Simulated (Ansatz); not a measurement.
# Cs on Al(100): change of the work function, part 4 of 5

How does Cs on the hollow site change the work function of Al(100) as the layer fills?

Ansatz 0.2.0; plane-wave DFT, PBE, Ansatz PAW.

So far, work function, upper face (eV): step 2 (the clean slab) 4.32; step 3 (adsorbate added, k-mesh 4×4×1, coverage 0.111 ML) 1.61; step 4 (adsorbate added, k-mesh 5×5×1, coverage 0.25 ML) 1.85; step 6 (the slab at 0.25 ML, atoms frozen) 1.85.

## 7. The substrate of the 0.25 ML cell alone

System of this step: Cs/Al(100), substrate alone, atoms held. The cell holds 16 atoms: 16 Al. Its edges and angles: a = 5.728 Å, b = 5.728 Å, c = 27.460 Å, α = 90.0°, β = 90.0°, γ = 90.0°. Vacuum lies along c.

The second part, atoms unmoved.

The input, input.yaml:

```yaml
crystal:
  lattice:
    - [5.7275649276, 0.0, 0.0]
    - [0.0, 5.7275649276, 0.0]
    - [0.0, 0.0, 27.4598358472]
  atoms:
    - { symbol: Al, position: [0.25, 0.25, 0.327751413] }
    - { symbol: Al, position: [0.0, 0.0, 0.4014954809] }
    - { symbol: Al, position: [0.25, 0.25, 0.4784326643] }
    - { symbol: Al, position: [-0.0009120173, -0.0009120173, 0.5537055442] }
    - { symbol: Al, position: [0.25, 0.75, 0.327751413] }
    - { symbol: Al, position: [0.0, 0.5, 0.4014954809] }
    - { symbol: Al, position: [0.25, 0.75, 0.4784287795] }
    - { symbol: Al, position: [-0.0009120173, 0.5009120173, 0.5537055442] }
    - { symbol: Al, position: [0.75, 0.25, 0.327751413] }
    - { symbol: Al, position: [0.5, 0.0, 0.4014954809] }
    - { symbol: Al, position: [0.75, 0.25, 0.4784287795] }
    - { symbol: Al, position: [0.5009120173, -0.0009120173, 0.5537055442] }
    - { symbol: Al, position: [0.75, 0.75, 0.327751413] }
    - { symbol: Al, position: [0.5, 0.5, 0.4014954809] }
    - { symbol: Al, position: [0.75, 0.75, 0.4785985581] }
    - { symbol: Al, position: [0.5009120173, 0.5009120173, 0.5537055442] }
kpoints:
  mp_grid: { grid: [5, 5, 1] }
hamiltonian:
  xc: pbe
scf:
  occupations: { method: fermi_dirac, width: 0.1 }
  convergence: { dr2_threshold: 1.0e-08 }
efield:
  axis: 3
  dipole_correction: true
  ramp_position: 0.97
  ramp_width: 0.06
output:
  write_potential: true
  write_density: true
  volumetric_format: npy
```

Command:

```sh
$ ansatz run input.yaml --threads 2 --pin off --max-ram 3072MiB --backend cpu --events-out ev --progress --plain --runs-dir out
```

Numbers of over 12 decimals in the logs are rounded to 6 here.

Output:

```text
[...]
Crystal: 16 atoms, lattice volume = 900.820 Å³
Basis set: ecut = 420 eV, 17703 PW (Γ)
Bands: 40, of which v1, the nominal top of the filled ones, is band 24 counted from 1 (23 counted from 0)
Symmetry: 8 space group operations
[...]
k-points: 6 of 25
[...]
SCF iter   1: F=—  HF=-8596.160879 eV  |F-HF|=—  |Δ(HF+E_count)|=         —  Δρ=9.29e-4  dr2=1.45e-2  ethr=1.77e-3  p=0.000 e·Å  D=8.58e-5 V/Å  ΔV_dip=-0.00 eV  dr2_dipole=7.26e-5  V_vac-E_F(+/−)=4.17/4.17 eV  ⟨swp⟩=11.0  Hψ=1461  notcnv=0
[...]
SCF iter   7: F=-8596.162750 eV  HF=-8596.162750 eV  |F-HF|=1.51e-9  |Δ(HF+E_count)|=   3.40e-8  Δρ=1.76e-7  dr2=7.06e-10  ethr=2.08e-11  p=0.002 e·Å  D=4.38e-4 V/Å  ΔV_dip=-0.01 eV  dr2_dipole=2.55e-12  V_vac-E_F(+/−)=4.32/4.33 eV  ⟨swp⟩=12.5  Hψ=836  notcnv=0
SCF 1 converged in 7 iterations: F = -8596.162750 eV  dr2 = 7.06e-10
[...]
SCF converged after 7 iterations
Free energy (F): -8596.162750 eV
[...]
Internal energy: -8595.884032 eV  (E = F + TS)
E sigma→0 (E₀):  -8596.023391 eV
Entropy (-TS):   -0.278718 eV (-17.420 meV/atom)
Fermi energy:    -0.672276 eV
Dipole field:    D = 0.000437 V/Å  (p = 0.002178 e·Å, saw-weighted, corrected)
Work function:   Φ+ = 4.3174 eV   Φ− = 4.3294 eV
[...]
--- Band table (eV; the first three rows and the last of 6) ---
  k-point 0: bands = [... 20 lower, -1.8308, -1.6935, -1.6576, -0.7158, -0.7156, -0.7042, -0.7042, -0.3763, ... 12 higher]
  k-point 1: bands = [... 20 lower, -2.2860, -1.4263, -0.7452, -0.7361, -0.5485, -0.5369, -0.3378, -0.3125, ... 12 higher]
  k-point 2: bands = [... 20 lower, -1.8689, -1.8548, -1.4387, -1.1186, -0.0975, -0.0519, -0.0405, 0.6821, ... 12 higher]
  k-point 5: bands = [... 20 lower, -0.8150, -0.8138, -0.5094, -0.4777, -0.4772, -0.2535, -0.0151, 0.2659, ... 12 higher]
```

Elapsed: 30 s, on 2 threads of Arm Neoverse N1, shared host; peak memory 0.84 GiB; 49 s of CPU time.

Numbers from this step:

* energy at zero smearing: -8596.0234 eV
* work function, upper face: 4.317 eV
* dipole along the normal: 0.002178 e·Å

The work function of the upper face is 4.32 eV.

## 8. The adsorbate layer of the 0.25 ML cell alone

System of this step: Cs/Al(100), adsorbate layer alone, atoms held. The cell holds 1 atom: 1 Cs. Its edges and angles: a = 5.728 Å, b = 5.728 Å, c = 27.460 Å, α = 90.0°, β = 90.0°, γ = 90.0°. Vacuum lies along c.

The third part; a free layer of atoms may carry a moment, so spin is on.

input.yaml, the sections that differ from step 7:

```yaml
crystal:
  lattice:
    - [5.7275649276, 0.0, 0.0]
    - [0.0, 5.7275649276, 0.0]
    - [0.0, 0.0, 27.4598358472]
  atoms:
    - { symbol: Cs, position: [0.25, 0.25, 0.6696066837], spin: 1.0 }
magnetization:
  spin_polarized: true
# kpoints, hamiltonian, scf, efield, output: as in step 7
```

Output:

```text
[...]
Crystal: 1 atoms, lattice volume = 900.820 Å³
Basis set: ecut = 420 eV, 17703 PW (Γ)
Bands: 9, of which v1, the nominal top of the filled ones, is band 5 counted from 1 (4 counted from 0)
Symmetry: 8 space group operations
k-points: 6 of 25
[...]
Starting moments: Σ|m| = 1 μB on 1 of 1 site
[...]
SCF iter   1: F=—  HF=-5670.353941 eV  |F-HF|=—  |Δ(HF+E_count)|=         —  Δρ=4.41e-3 (↑4.41e-3 ↓3.80e-3)  dr2=3.79e-2  dr2_m=1.38e-1  M=0.100 μB ∫|m|=0.102 μB  β_m=0.30  ethr=3.92e-4  p=-0.000 e·Å  D=-7.31e-9 V/Å  ΔV_dip=0.00 eV  dr2_dipole=2.35e-11  V_vac-E_F(+/−)=2.22/2.22 eV  ⟨swp⟩=1.4  Hψ=1410  notcnv=0
[...]
spin=Collinear: LDOS preconditioning applied to the charge; magnetization (m = ρ↑ − ρ↓) channel mixes plain (no charge-response kernel on spin).
SCF iter   2: F=—  HF=-5670.419948 eV  |F-HF|=—  |Δ(HF+E_count)|=   6.60e-2  Δρ=3.09e-3 (↑3.09e-3 ↓2.73e-3)  dr2=2.34e-2  dr2_m=6.94e-2  M=0.081 μB ∫|m|=0.082 μB  β_m=0.30  ethr=3.92e-4  p=0.000 e·Å  D=1.08e-6 V/Å  ΔV_dip=-0.00 eV  dr2_dipole=8.57e-10  V_vac-E_F(+/−)=2.23/2.23 eV  ⟨swp⟩=1.5  Hψ=118  notcnv=0  κ⁻¹=1.0e0(r=1)
[...]
SCF iter   8: F=—  HF=-5670.489994 eV  |F-HF|=—  |Δ(HF+E_count)|=   1.11e-3  Δρ=3.72e-4 (↑3.71e-4 ↓3.72e-4)  dr2=1.61e-7  dr2_m=1.14e-3  M=0.025 μB ∫|m|=0.025 μB  β_m=0.38  ethr=1.70e-7  p=0.000 e·Å  D=9.84e-6 V/Å  ΔV_dip=-0.00 eV  dr2_dipole=4.65e-13  V_vac-E_F(+/−)=2.14/2.14 eV  ⟨swp⟩=2.1  Hψ=178  notcnv=0
[...]
spin-set hold released at iteration 8 (site moments contracting): the magnetisation degrees of freedom join the quasi-Newton model from the next iteration; the mixer history was flushed
SCF iter   9: F=—  HF=-5670.490686 eV  |F-HF|=—  |Δ(HF+E_count)|=   6.92e-4  Δρ=2.38e-4 (↑2.37e-4 ↓2.38e-4)  dr2=9.68e-8  dr2_m=4.66e-4  M=0.020 μB ∫|m|=0.020 μB  β_m=0.58  ethr=1.79e-9  p=0.000 e·Å  D=9.86e-6 V/Å  ΔV_dip=-0.00 eV  dr2_dipole=1.23e-13  V_vac-E_F(+/−)=2.14/2.14 eV  ⟨swp⟩=3.0  Hψ=230  notcnv=0
density mixer auto → msr1: a metal under ldos (density of states about μ 0.90 of a free-electron gas's, 30 screened modes)
SCF iter  10: F=—  HF=-5670.491211 eV  |F-HF|=—  |Δ(HF+E_count)|=   5.25e-4  Δρ=1.07e-5 (↑1.07e-5 ↓1.07e-5)  dr2=1.57e-8  dr2_m=9.44e-7  M=0.008 μB ∫|m|=0.008 μB  β_m=0.79  ethr=1.08e-9  p=0.000 e·Å  D=1.01e-5 V/Å  ΔV_dip=-0.00 eV  dr2_dipole=4.80e-13  V_vac-E_F(+/−)=2.14/2.14 eV  ⟨swp⟩=4.4  Hψ=276  notcnv=0
[...]
SCF iter  15: F=-5670.491234 eV  HF=-5670.491234 eV  |F-HF|=2.36e-11  |Δ(HF+E_count)|=   1.35e-9  Δρ=8.51e-9 (↑8.51e-9 ↓7.88e-9)  dr2=5.49e-13  dr2_m=4.68e-13  M=0.000 μB ∫|m|=0.000 μB  ethr=1.00e-12  p=0.000 e·Å  D=1.03e-5 V/Å  ΔV_dip=-0.00 eV  dr2_dipole=3.88e-16  V_vac-E_F(+/−)=2.14/2.14 eV  ⟨swp⟩=3.5  Hψ=245  notcnv=0
SCF 1 converged in 15 iterations: F = -5670.491234 eV  dr2 = 5.49e-13
[...]
WARN: the starting moments were not kept: the SCF closed with an absolute magnetisation of 4.0e-6 μB, where they sum to 1 μB in size (1 site). That is at most 0.1 of that sum. Measured as dr2_m measures the in/out step, that magnetisation stands 4.3e-13 eV from none, at or under the dr2_threshold of 1.0e-8 eV: it is no larger than a step whose dr2_m would equal this threshold. The system may hold no moment; this SCF  [...]
[...]
SCF converged after 15 iterations
Magnetization: 0.0000 μB (4.5000 up, 4.5000 down)
Absolute magnetization: 0.0000 μB (∫|ρ↑−ρ↓|, with the PAW one-centre terms)
[...]
Per-site moments (μB) at R_I (Å): [(-6.465908781434193e-7, 2.362620532635)]
Free energy (F): -5670.491234 eV
[...]
Internal energy: -5670.441285 eV  (E = F + TS)
E sigma→0 (E₀):  -5670.466260 eV
Entropy (-TS):   -0.049949 eV (-49.949 meV/atom)
Fermi energy:    -1.523048 eV
Dipole field:    D = 0.000010 V/Å  (p = 0.000051 e·Å, saw-weighted, corrected)
Work function:   Φ+ = 2.1373 eV   Φ− = 2.1376 eV
[...]
--- Band table (eV; the first three rows and the last of 12) ---
[...]
```

Elapsed: 32 s, on 2 threads; peak memory 0.76 GiB; 52 s of CPU time.

Numbers from this step:

```yaml
energy_at_zero_smearing: -5670.4663 eV
work_function_upper_face: 2.137 eV
dipole_along_the_normal: 5.11e-5 e·Å
```

At this spacing and smearing the free layer keeps no moment.

## 9. Density difference at 0.25 ML

This step: plane-wave DFT, PBE, Ansatz PAW; density difference on adsorption (Ansatz 0.2.0).

The densities of the parts are taken from that of the whole and averaged over planes; the first moment of what is left gives the step in the potential.

Numbers from this step:

```yaml
largest_charge_moved: 0.007901 e/Å²
potential_step_from_the_moved_charge: -2.459 eV
```

Planar mean, whole system less its parts. Electron density difference against z:

| z (Å) | electron density difference (e/Å³) |
| --- | --- |
| 4 | -1.9e-7 |
| 5 | -2.1e-6 |
| 6 | -1.7e-5 |
| 7 | -9.5e-5 |
| 8 | 5.0e-6 |
| 9 | 3.2e-4 |
| 10 | -4.4e-4 |
| 11 | 3.7e-4 |
| 12 | -1.9e-4 |
| 13 | -1.5e-4 |
| 14 | 4.4e-4 |
| 15 | -0.00287 |
| 16 | 0.00669 |
| 17 | 0.00444 |
| 18 | -0.00424 |
| 19 | -0.00216 |
| 20 | -0.00131 |
| 21 | -4.7e-4 |
| 22 | 9.7e-5 |
| 23 | 1.0e-4 |
| 24 | 4.8e-5 |
| 25 | 1.7e-5 |
| 26 | 4.6e-6 |
| 27 | 9.5e-7 |

Planar mean, whole system less its parts. Electrons moved below z against z:

z (Å), electrons moved below z (e/Å²) and a bar from the least value:
```
        4    0.00000 ####
        5    0.00000 ####
        6   -0.00001 ###
        7   -0.00006 ###
        8   -0.00016 ###
        9    0.00018 ####
       10   -0.00011 ###
       11    0.00006 ####
       12   -0.00003 ###
       13   -0.00001 ###
       14   -0.00002 ###
       15   -0.00100 
       16   -0.00031 ##
       17    0.00754 ##############################
       18    0.00536 ######################
       19    0.00193 ##########
       20    0.00076 ######
       21   -0.00016 ###
       22   -0.00023 ###
       23   -0.00011 ###
       24   -0.00004 ###
       25   -0.00001 ###
       26    0.00000 ###
       27    0.00000 ####
```

(Part 4 of 5 ends here.)

[Logs are printed without paths, hosts, clocks, repeated set-up lines and the standing remarks that a program may print on its own settings, such as how far it seeks lower states.]

[Hosts, paths, dates, database ids (printed as entryN), source tags and the programs' standing remarks are cut or masked in the printed files.]

[Maps of the electrostatic potential energy from Ansatz leave out the sawtooth potential of an applied field or a dipole correction, so their vacuum need not be flat; planar profiles and work functions include it.]
